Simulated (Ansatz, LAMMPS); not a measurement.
# Static equation of state of amorphous 29Ga2O3-71GeO2 (mol %) (86 atoms)

Density of this cell: 4.69 g/cm³. The cell holds 86 atoms: 14 Ga, 17 Ge and 55 O. Its edges and angles: a = 10.434 Å, b = 10.289 Å, c = 10.198 Å, α = 88.2°, β = 90.3°, γ = 89.5°. The starting structure: 86 atoms (14 Fe, 17 Ge, 55 O) placed at random at 4.41 g/cm³, melted at 5000 K for 10 ps at fixed volume with the Morse and Coulomb pair potential with partial charges (Pedone, Malavasi, Menziani, Cormack and Segre, J. Phys. Chem. B 110, 11780 (2006)). Quenched from 5000 K to 300 K at 100 K/ps and fixed volume, held 5 ps, then minimised at fixed cell. Then Fe was replaced by Ga and the cell scaled by 1.006 (the potential has no terms for the new elements, so the cell is a start for a DFT relaxation).

Calculated with Ansatz 0.2.0: Kohn-Sham DFT, PBE, PAW (set soft_1), plane waves; PAW set soft_1; cutoff 420 eV, Γ point, fermi-dirac smearing of 0.025 eV. Cell and atoms were relaxed first, to V0 = 12.723 Å³ an atom at a residual P0 = -0.014 GPa. The cell was then scaled evenly, and the atoms were relaxed at each volume.

```
volume (Å³/atom)  pressure (GPa)
          11.451               ?
          11.960           4.057
          12.341           2.381
          13.105          -1.729
          13.487          -3.156
```

Task: Fit the third-order Birch–Murnaghan equation to the rows given and extrapolate to the withheld row.

Worked fit:

Take the Eulerian strain f = ½[(V0/V)^(2/3) − 1] and the normalised pressure F = (P − P0) / [3f(1 + 2f)^(5/2)]. The third-order Birch–Murnaghan equation is then the line F = B0 + (3/2)B0(B′ − 4) f, so u = f and v = F.

| u = f | v = F (GPa) |
| --- | --- |
| 0.0210562 | 58.1289 |
| 0.0102567 | 73.9740 |
| -0.00975621 | 61.5668 |
| -0.0190509 | 60.5893 |

With n = 4: mean u = 6.2645e-4, mean v = 63.5648, Σ(u − ū)² = 0.0010051, Σ(u − ū)(v − v̄) = 0.068483. Slope b = 0.068483 / 0.0010051 = 68.134; intercept a = v̄ − b ū = 63.522.

So B0 = a = 63.5 GPa and B′ = 4 + 2b/(3a) = 4.72. At the withheld volume f = 0.03638, F = a + b f = 66.00 GPa, and P = P0 + 3f(1 + 2f)^(5/2) F.

Prediction at 11.451: 8.573 GPa. The run gave 8.765 GPa, so the fit is low by 0.19 GPa (2.2 % of the value).

The series isn't one smooth equation of state: even a line fitted to all rows, the withheld one included, misses F by up to 12.7 %, the count of bonds changes along the series and an atom moves over 0.5 Å in some relaxation. B0 and B′ are then only the numbers of this fit, not moduli of the material. Among the rows given, the largest miss of the fit is at 11.960, by 0.48 GPa (4.0 % of the range of the table).

Limits: Static cells at zero temperature; the cell shape is held. The program notes that the SCF threshold of these relaxations is loose for the stress. The quench rate of 100 K/ps is many orders above laboratory rates, so the cell is likely richer in defects and strain than a real sample. The network of bonds at the start is that of the classical potential that made the cell, and needn't be the one that DFT or experiment would give. Only the Γ point is sampled, in a cell whose shortest periodic width is 10 Å.

[Long decimals in the printed logs are rounded to 6 places.]

[Logs are printed without paths, hosts, clocks, repeated set-up lines and the standing remarks that a program may print on its own settings, such as how far it seeks lower states.]

[Hosts, paths, dates, database ids (printed as entryN), source tags and the programs' standing remarks are cut or masked in the printed files.]
